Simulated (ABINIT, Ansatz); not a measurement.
# A GW run on In2O3 (R-3c) in ABINIT, with inputs changed

Aim: change inputs of a GW run on In2O3 (R-3c) and see what moves.

Calculated with ABINIT 10.8.3; LDA and many-body steps on it, plane waves.

This is a report of a sequence of runs, with most program output left out.

**1. Starting point**

The structure is trigonal, space group R-3c (No. 167). The conventional cell has a = 5.487 Å, b = 5.487 Å, c = 14.510 Å, α = 90.00°, β = 90.00°, γ = 120.00°. Nearest to In lie 6 O at 2.12 to 2.26 Å. O has 4 In at 2.12 to 2.26 Å nearest. Farther neighbours and most contacts between anions are not listed.

The cell and positions come from the Crystallography Open Database and are kept as given unless a step says otherwise. This is not the form that In2O3 usually takes at ambient conditions.

**2. Screening, 4×4×4 mesh, 128 bands, screening to 98 eV**

This step: ABINIT 10.8.3; RPA screening on LDA, plane waves, norm-conserving pseudopotentials.

The RPA dielectric matrix is built and inverted for each q.

run.abi

```
acell 3*1.0 Angstrom
rprim 
  2.743499999981 1.583960463511 4.836666666700
  -2.743499999981 1.583960463511 4.836666666700
  -0.000000000000 -3.167920927022 4.836666666700
ntypat 2
znucl 49 8
natom 10
typat 1 1 1 1 2 2 2 2 2 2
xred 
  0.357310000000 0.357310000000 0.357310000000
  0.142690000000 0.142690000000 0.142690000000
  0.642690000000 0.642690000000 0.642690000000
  0.857310000000 0.857310000000 0.857310000000
  0.548000000000 0.952000000000 0.250000000000
  0.250000000000 0.548000000000 0.952000000000
  0.952000000000 0.250000000000 0.548000000000
  0.452000000000 0.048000000000 0.750000000000
  0.750000000000 0.452000000000 0.048000000000
  0.048000000000 0.750000000000 0.452000000000
pp_dirpath "pseudos"
pseudos "In.upf, O.upf"
ecut 42
ngkpt 4 4 4
nshiftk 1
shiftk 0 0 0
kptopt 1
chksymbreak 0
istwfk *1
occopt 1
irdwfk 1
optdriver 3
nband 128
ecuteps 3.6
inclvkb 2
awtr 1
symchi 1
indata_prefix "in"
outdata_prefix "out"
tmpdata_prefix "tmp"
```

Run with:

```
> OMP_NUM_THREADS=1 mpirun -n 4 abinit run.abi > log
```

It took 25 min on 4 MPI ranks of Arm Neoverse V1, shared host; peak memory 8.2 GiB; 1.6 h of CPU time.

This step gave:

```yaml
eps_infinity_with_local_fields_on_this_mesh_along_the_program_s_q_direction: 5.056
the_same_without_local_fields: 5.240
plasma_frequency: 36.22 eV
plane_waves_in_the_screening_matrix: 277
```

Local fields lower ε∞ by 4 %.

**3. Base**

The self-energy is evaluated for the states that the input lists, and the levels follow from it, in one-shot runs by the linearised quasiparticle equation.

This step: G0W0 on LDA, plane waves, norm-conserving pseudopotentials.

Changes to run.abi since step 2:

```diff
@@ -31,8 +31,17 @@
 irdwfk 1
-optdriver 3
+optdriver 4
 nband 128
+gwcalctyp 0
+ecutsigx 42
+symsigma 1
+nkptgw 2
+kptgw 
+  0.2500000000 0.0000000000 0.0000000000
+  0.0000000000 0.0000000000 0.0000000000
+bdgw 
+  59 62
+  59 62
 ecuteps 3.6
-inclvkb 2
-awtr 1
-symchi 1
+irdscr 1
+ppmodel 1
 indata_prefix "in"
```

It took 54 s on 4 MPI ranks; peak memory 4.5 GiB; 3.6 min of CPU time.

This step gave:

```yaml
g0w0_gap_on_the_points_computed: 2.674 eV
starting_gap_on_the_mesh: 1.199 eV
k_of_the_valence_top: 0.25, 0, 0
k_of_the_conduction_bottom: 0, 0, 0
z_at_the_valence_top: 0.781
z_at_the_conduction_bottom: 0.841
least_direct_g0w0_gap_on_the_computed_points: 2.7 eV
```

The gap on the mesh goes from 1.20 eV to 2.67 eV, a correction of +1.47 eV.

**4. Scissors in G**

Changes to run.abi since step 3:

```diff
@@ -46,2 +46,3 @@
 ppmodel 1
+mbpt_sciss 0.5 eV
 indata_prefix "in"
```

Elapsed: 50 s, on 4 MPI ranks; peak memory 4.5 GiB.

Numbers from this step:

| Item | Value |
| --- | --- |
| G0W0 gap on the points computed | 2.719 eV |
| starting gap on the mesh | 1.199 eV |
| k of the valence top | 0.25, 0, 0 |
| k of the conduction bottom | 0, 0, 0 |
| Z at the valence top | 0.781 |
| Z at the conduction bottom | 0.842 |
| least direct G0W0 gap on the computed points | 2.745 eV |

**5. Unknown plasmon-pole model**

Changes to run.abi since step 4:

```diff
@@ -45,4 +45,3 @@
 irdscr 1
-ppmodel 1
-mbpt_sciss 0.5 eV
+ppmodel 7
 indata_prefix "in"
```

Elapsed: 4.1 s, on 4 MPI ranks; peak memory 2 GiB.

The run stopped with an error after 4.1 s.

The program's words: Wrong ppm%model: 7

The fault put into this input: unknown plasmon-pole model.

**6. Side by side**

Times are wall times on 4 MPI ranks of Arm Neoverse V1, shared host, good to a factor of about two. A run's time includes the screening step that it read.

| run | mesh | bands | screening cutoff (eV) | DFT gap (eV) | gap on the mesh (eV) | direct (eV) | ε∞ used | time |
| --- | --- | --- | --- | --- | --- | --- | --- | --- |
| base | 4×4×4 | 128 | 98 | 1.199 | 2.674 | 2.700 | 5.06 | 26 min |
| scissors in G | 4×4×4 | 128 | 98 | 1.199 | 2.719 | 2.745 | 5.06 | 26 min |

**7. Results**

| Property | Result |
| --- | --- |
| base | 2.674 eV |
| scissors in G | 2.719 eV |
| known limits | not at the basis limit; no spin-orbit coupling |

Scissors in G: +0.045 eV against base (keys changed: mbpt_sciss). Bands and cutoff are finite, so the gap is not at the basis limit. The miss can reach some tenths of an eV and take either sign; the mesh is an error of its own. In the G0W0 runs levels were corrected at 2 k points alone, so a gap called «on the mesh» is the least over those, and an edge elsewhere would be missed. The many-body steps are scalar-relativistic: spin-orbit coupling is not in them.

[Paths, hosts, dates, memory and timing lines, banners, echoed tables and standing remarks are left out of the program output.]

[Logs are printed without paths, hosts, clocks, repeated set-up lines and the standing remarks that a program may print on its own settings, such as how far it seeks lower states.]

[Runs of the session that timed out or met a known fault of the program may be left out.]

[Hosts, paths, dates, database ids (printed as entryN), source tags and the programs' standing remarks are cut or masked in the printed files.]

[G0W0 gaps are taken among the corrected bands and points alone; a level outside them can change the order at an edge.]

[Where Ansatz stands beside ABINIT at settings called matched, ABINIT's density can come from a denser mesh and the files from another edition; pairs whose starting gaps differed by over 0.03 eV were left out, so agreement reads better than it is.]
